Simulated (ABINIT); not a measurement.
# AlGaN2 (P3m1): G0W0 in ABINIT against the bands in the screening

Wanted: the cheapest bands in the screening that holds the gap of AlGaN2 (P3m1).

Main program and level: ABINIT 10.8.3; LDA and many-body steps on it, plane waves.

**1. The structure**

Symmetry: P3m1, No. 156, trigonal system. Conventional cell: a = 3.145 Å, b = 3.145 Å, c = 5.097 Å, α = 90.00°, β = 90.00°, γ = 120.00°. Al has 4 N at 1.89 to 1.90 Å nearest. Nearest to Ga lie 4 N at 1.93 to 1.96 Å. Nearest to N lie 3 Al at 1.90 Å and 1 Ga at 1.96 Å. Nearest to N lie 1 Al at 1.89 Å and 3 Ga at 1.93 Å. Farther neighbours, and contacts between anions beyond the nearest, are not listed.

The cell and positions are those that the Materials Project relaxed with its own functionals (PBE, PBE+U or r2SCAN), kept fixed.

**2. Screening, 3×3×2 mesh, 21 bands, screening to 106.1 eV**

This step: ABINIT 10.8.3; RPA screening on LDA, plane waves, norm-conserving pseudopotentials.

The RPA dielectric matrix is built and inverted for each q.

run.abi reads:

```
acell 3*1.0 Angstrom
rprim 
  3.145282644058 -0.000000000015 0.000000000000
  -1.572641322016 2.723894671844 0.000000000000
  0.000000000000 0.000000000000 5.096893730000
ntypat 3
znucl 13 31 7
natom 4
typat 1 2 3 3
xred 
  0.000000000000 0.000000000000 0.999263770000
  0.666666666667 0.333333333333 0.497174210000
  0.666666666667 0.333333333333 0.111803640000
  0.000000000000 0.000000000000 0.628158390000
pp_dirpath "pseudos"
pseudos "Al.upf, Ga.upf, N.upf"
ecut 36
ngkpt 3 3 2
nshiftk 1
shiftk 0 0 0
kptopt 1
chksymbreak 0
istwfk *1
occopt 1
irdwfk 1
optdriver 3
nband 21
ecuteps 3.9
inclvkb 2
awtr 1
symchi 1
indata_prefix "in"
outdata_prefix "out"
tmpdata_prefix "tmp"
```

Run with:

```console
$ OMP_NUM_THREADS=1 mpirun -n 4 abinit run.abi > log
```

Standard output:

```text
.Version 10.8.3 of ABINIT. v10.8.2 released Aug 2026.

 Symmetries : space group P3 m 1 (#156); Bravais hP (primitive hexag.)
[... echo of the input left out ...]
== DATASET  1 ==================================================================
-   mpi_nproc: 4, omp_nthreads: 1 (-1 if OMP is not activated)

--- !DatasetInfo
iteration_state: {dtset: 1, }
dimensions: {natom: 4, nkpt: 6, mband: 21, nsppol: 1, nspinor: 1, nspden: 1, mpw: 3066, }
cutoff_energies: {ecut:  36.0, pawecutdg:  -1.0, }
electrons: {nelect:   2.60000000E+01, charge:   0.00000000E+00, occopt:   1.00000000E+00, tsmear:   1.00000000E-02, }

 SCREENING: Calculation of the susceptibility and dielectric matrices

 Based on a program developped by R.W. Godby, V. Olevano, G. Onida, and L. Reining.
 Incorporated in ABINIT by V. Olevano, G.-M. Rignanese, and M. Torrent.
.Using double precision arithmetic ; gwpc =  8

[... cell and pseudopotentials left out ...]
--------------------------------------------------------------------------------

 ==== K-mesh for the wavefunctions ====
 Number of points in the irreducible wedge :     6
[... list of points left out ...]
 Together with  6 symmetry operations and time-reversal symmetry
 yields    18 points in the full Brillouin Zone.

 ==== Q-mesh for the screening function ====
 Number of points in the irreducible wedge :     6
[... list of points left out ...]
 Together with  6 symmetry operations and time-reversal symmetry
 yields    18 points in the full Brillouin Zone.

 setmesh: FFT mesh size selected  =    20x   20x   36
          total number of points  =        14400

 vcoul_init : cutoff-mode = AUXILIARY_FUNCTION
 q-points for optical limit:   1
     1)      0.000010    0.000020    0.000030

- screening: taking advantage of time-reversal symmetry
- Maximum band index for partially occupied states nbvw = 13
- Remaining bands to be divided among processors   nbcw = 8
- Number of bands treated by each node ~2

 Number of electrons calculated from density =   26.0000; Expected =   26.0000
 average of density, n =  0.088231
 r_s =    1.3935
 omega_plasma =   28.6527 [eV]

 calculating chi0 at frequencies [eV] :
  1    0.000000E+00    0.000000E+00
  2    0.000000E+00    2.865274E+01

--------------------------------------------------------------------------------
  q-point number  1        q = ( 0.000000, 0.000000, 0.000000) [r.l.u.]
--------------------------------------------------------------------------------
[... chi0 elements left out ...]
 For q-point:  0.000010 0.000020 0.000030
  dielectric constant =   6.3006
  dielectric constant without local fields =   6.7404

  Average fulfillment of the sum rule on Im[epsilon] for q-point    1 :     14.14  [%]
[... wings left out ...]
  q-point number  2        q = ( 0.333333, 0.000000, 0.000000) [r.l.u.]
--------------------------------------------------------------------------------
[... chi0 elements left out ...]
  Average fulfillment of the sum rule on Im[epsilon] for q-point    2 :     21.66  [%]

 [... 4 further q-points ...]
```

Wall time 3.2 s (4 MPI ranks of Arm Neoverse V2, shared host); peak memory 0.37 GiB.

This step gave:

- ε∞ with local fields, on this mesh: 6.301
- ε∞ without local fields, on this mesh: 6.740
- plasma frequency: 28.65 eV
- plane waves in the screening matrix: 111

Local fields lower ε∞ by 7 %. On a Γ-centred mesh this coarse the value itself is usually too large, while a short band sum pulls it down.

**3. 21 bands**

The self-energy is evaluated for the states that the input lists, and the quasiparticle equation is solved.

This step: G0W0 on LDA, plane waves, norm-conserving pseudopotentials.

run.abi: that of step 2 with these lines changed.

```diff
@@ -25,8 +25,15 @@
 irdwfk 1
-optdriver 3
-nband 21
+optdriver 4
+nband 30
+gwcalctyp 0
+ecutsigx 36
+symsigma 1
+nkptgw 1
+kptgw 
+  0.0000000000 0.0000000000 0.0000000000
+bdgw 
+  12 15
 ecuteps 3.9
-inclvkb 2
-awtr 1
-symchi 1
+irdscr 1
+ppmodel 1
 indata_prefix "in"
```

Standard output:

```text
.Version 10.8.3 of ABINIT. v10.8.2 released Aug 2026.

 Symmetries : space group P3 m 1 (#156); Bravais hP (primitive hexag.)
[... echo of the input left out ...]
== DATASET  1 ==================================================================
-   mpi_nproc: 4, omp_nthreads: 1 (-1 if OMP is not activated)

--- !DatasetInfo
iteration_state: {dtset: 1, }
dimensions: {natom: 4, nkpt: 6, mband: 30, nsppol: 1, nspinor: 1, nspden: 1, mpw: 3066, }
cutoff_energies: {ecut:  36.0, pawecutdg:  -1.0, }
electrons: {nelect:   2.60000000E+01, charge:   0.00000000E+00, occopt:   1.00000000E+00, tsmear:   1.00000000E-02, }

 SIGMA: Calculation of the GW corrections

 Based on a program developped by R.W. Godby, V. Olevano, G. Onida, and L. Reining.
 Incorporated in ABINIT by V. Olevano, G.-M. Rignanese, and M. Torrent.
.Using double precision arithmetic ; gwpc =  8

[... cell and pseudopotentials left out ...]
--------------------------------------------------------------------------------

 ==== K-mesh for the wavefunctions ====
 Number of points in the irreducible wedge :     6
[... list of points left out ...]
 Together with  6 symmetry operations and time-reversal symmetry
 yields    18 points in the full Brillouin Zone.

 ==== Q-mesh for screening function ====
 Number of points in the irreducible wedge :     6
[... list of points left out ...]
 Together with  6 symmetry operations and time-reversal symmetry
 yields    18 points in the full Brillouin Zone.

 vcoul_init : cutoff-mode = AUXILIARY_FUNCTION
 q-points for optical limit:   1
     1)      0.000010    0.000020    0.000030
 setmesh: FFT mesh size selected  =    27x   27x   54
          total number of points  =        39366

 Number of electrons calculated from density =   26.0000; Expected =   26.0000
 average of density, n =  0.088231
 r_s =    1.3935
 omega_plasma =   28.6527 [eV]

 === KS Band Gaps ===
  >>>> For spin  1
   Minimum direct gap =   2.9210 [eV], located at k-point      :   0.0000  0.0000  0.0000
   Fundamental gap    =   2.9210 [eV], Top of valence bands at :   0.0000  0.0000  0.0000
                                       Bottom of conduction at :   0.0000  0.0000  0.0000
 SIGMA fundamental parameters:
 PLASMON POLE MODEL  1
 number of plane-waves for SigmaX                 3027
 number of plane-waves for SigmaC and W            111
 number of plane-waves for wavefunctions          3027
 number of bands                                    30
 number of independent spin polarizations            1
 number of spinorial components                      1
 number of k-points in IBZ                           6
 number of q-points in IBZ                           6
 number of symmetry operations                       6
 number of k-points in BZ                           18
 number of q-points in BZ                           18
 number of frequencies for dSigma/dE                 9
 frequency step for dSigma/dE [eV]                0.25
 number of omega for Sigma on real axis              0
 max omega for Sigma on real axis  [eV]           0.00
 zcut for avoiding poles [eV]                     0.10

 EPSILON^-1 parameters (SCR file):
 dimension of the eps^-1 matrix on file            111
 dimension of the eps^-1 matrix used               111
 number of plane-waves for wavefunctions          3027
 number of bands                                    21
 number of q-points in IBZ                           6
 number of frequencies                               2
 number of real frequencies                          1
 number of imag frequencies                          1

 matrix elements of self-energy operator (all in [eV])

 Perturbative Calculation

--- !SelfEnergy_ee
iteration_state: {dtset: 1, }
kpoint     : [   0.000,    0.000,    0.000, ]
spin       : 1
KS_gap     :    2.921
QP_gap     :    4.126
Delta_QP_KS:    1.204
data: !SigmaeeData |
     Band     E0 <VxcDFT>   SigX SigC(E0)      Z dSigC/dE  Sig(E)    E-E0       E
       12   5.381 -17.816 -21.198   3.974   0.786  -0.271 -17.350   0.466   5.847
       13   5.381 -17.816 -21.198   3.974   0.786  -0.271 -17.350   0.466   5.847
       14   8.302 -13.907  -9.027  -2.832   0.816  -0.226 -12.236   1.670   9.972
       15  10.864 -12.213  -6.717  -3.260   0.828  -0.207 -10.362   1.852  12.716

== END DATASET(S) ==============================================================
================================================================================

 -outvars: echo values of variables after computation  --------
           etotal      0.0000000000E+00
            nband          30
             nkpt           6
          spgroup         156
 [... the other variables as echoed above ...]

 Calculation completed.
```

Elapsed: 2.8 s, on 4 MPI ranks; peak memory 0.1 GiB.

This step gave:

| Property | Result |
| --- | --- |
| G0W0 gap on the mesh | 4.125 eV |
| starting gap on the mesh | 2.921 eV |
| k of the valence top | 0, 0, 0 |
| k of the conduction bottom | 0, 0, 0 |
| Z at the valence top | 0.786 |
| Z at the conduction bottom | 0.816 |
| least direct G0W0 gap on the computed points | 4.125 eV |

The gap on the mesh goes from 2.92 eV to 4.12 eV, a correction of +1.20 eV.

**4. Screening, 3×3×2 mesh, 30 bands, screening to 106.1 eV**

This step: RPA screening on LDA, plane waves, norm-conserving pseudopotentials.

run.abi: that of step 3 with these lines changed.

```diff
@@ -25,15 +25,8 @@
 irdwfk 1
-optdriver 4
+optdriver 3
 nband 30
-gwcalctyp 0
-ecutsigx 36
-symsigma 1
-nkptgw 1
-kptgw 
-  0.0000000000 0.0000000000 0.0000000000
-bdgw 
-  12 15
 ecuteps 3.9
-irdscr 1
-ppmodel 1
+inclvkb 2
+awtr 1
+symchi 1
 indata_prefix "in"
```

Standard output:

```text
.Version 10.8.3 of ABINIT. v10.8.2 released Aug 2026.

 Symmetries : space group P3 m 1 (#156); Bravais hP (primitive hexag.)
[... echo of the input left out ...]
== DATASET  1 ==================================================================
-   mpi_nproc: 4, omp_nthreads: 1 (-1 if OMP is not activated)

--- !DatasetInfo
iteration_state: {dtset: 1, }
dimensions: {natom: 4, nkpt: 6, mband: 30, nsppol: 1, nspinor: 1, nspden: 1, mpw: 3066, }
cutoff_energies: {ecut:  36.0, pawecutdg:  -1.0, }
electrons: {nelect:   2.60000000E+01, charge:   0.00000000E+00, occopt:   1.00000000E+00, tsmear:   1.00000000E-02, }

 SCREENING: Calculation of the susceptibility and dielectric matrices

 Based on a program developped by R.W. Godby, V. Olevano, G. Onida, and L. Reining.
 Incorporated in ABINIT by V. Olevano, G.-M. Rignanese, and M. Torrent.
.Using double precision arithmetic ; gwpc =  8

[... cell and pseudopotentials left out ...]
--------------------------------------------------------------------------------

 ==== K-mesh for the wavefunctions ====
 Number of points in the irreducible wedge :     6
[... list of points left out ...]
 Together with  6 symmetry operations and time-reversal symmetry
 yields    18 points in the full Brillouin Zone.

 ==== Q-mesh for the screening function ====
 Number of points in the irreducible wedge :     6
[... list of points left out ...]
 Together with  6 symmetry operations and time-reversal symmetry
 yields    18 points in the full Brillouin Zone.

 setmesh: FFT mesh size selected  =    20x   20x   36
          total number of points  =        14400

 vcoul_init : cutoff-mode = AUXILIARY_FUNCTION
 q-points for optical limit:   1
     1)      0.000010    0.000020    0.000030

- screening: taking advantage of time-reversal symmetry
- Maximum band index for partially occupied states nbvw = 13
- Remaining bands to be divided among processors   nbcw = 17
- Number of bands treated by each node ~4

 Number of electrons calculated from density =   26.0000; Expected =   26.0000
 average of density, n =  0.088231
 r_s =    1.3935
 omega_plasma =   28.6527 [eV]

 calculating chi0 at frequencies [eV] :
  1    0.000000E+00    0.000000E+00
  2    0.000000E+00    2.865274E+01

--------------------------------------------------------------------------------
  q-point number  1        q = ( 0.000000, 0.000000, 0.000000) [r.l.u.]
--------------------------------------------------------------------------------
[... chi0 elements left out ...]
 For q-point:  0.000010 0.000020 0.000030
  dielectric constant =   6.4291
  dielectric constant without local fields =   6.9174

  Average fulfillment of the sum rule on Im[epsilon] for q-point    1 :     25.35  [%]
[... wings left out ...]
  q-point number  2        q = ( 0.333333, 0.000000, 0.000000) [r.l.u.]
--------------------------------------------------------------------------------
[... chi0 elements left out ...]
  Average fulfillment of the sum rule on Im[epsilon] for q-point    2 :     33.43  [%]

 [... 4 further q-points ...]
```

The job ended after 4 s (4 MPI ranks; peak memory 0.42 GiB).

Read from the output:

```yaml
eps_infinity_with_local_fields_on_this_mesh: 6.429
eps_infinity_without_local_fields_on_this_mesh: 6.917
plasma_frequency: 28.65 eV
plane_waves_in_the_screening_matrix: 111
```

(Continued in part 2 of 2.)

[Long decimals in the printed logs are rounded to 6 places.]

[Logs are printed without paths, hosts, clocks, repeated set-up lines and the standing remarks that a program may print on its own settings, such as how far it seeks lower states.]

[Paths, hosts, dates, memory and timing lines, banners, echoed tables and standing remarks are left out of the program output; an Ansatz launch command may be rebuilt from the run's recorded settings. Measured values are a selection of at most five: reports struck by readers or far from the other reports are left out. None is set beside runs whose start may be inverted or whose files or cutoffs have a known fault.]

[Runs of the session that timed out or met a known fault of the program may be left out.]

[Hosts, paths, dates, database ids (printed as entryN), source tags and the programs' standing remarks are cut or masked in the printed files.]

[G0W0 gaps are taken among the corrected bands and points alone; a level outside them can change the order at an edge.]

[Where Ansatz stands beside ABINIT at settings called matched, ABINIT's density can come from a denser mesh and the files from another edition; pairs whose starting gaps differed by over 0.03 eV were left out, so agreement reads better than it is.]
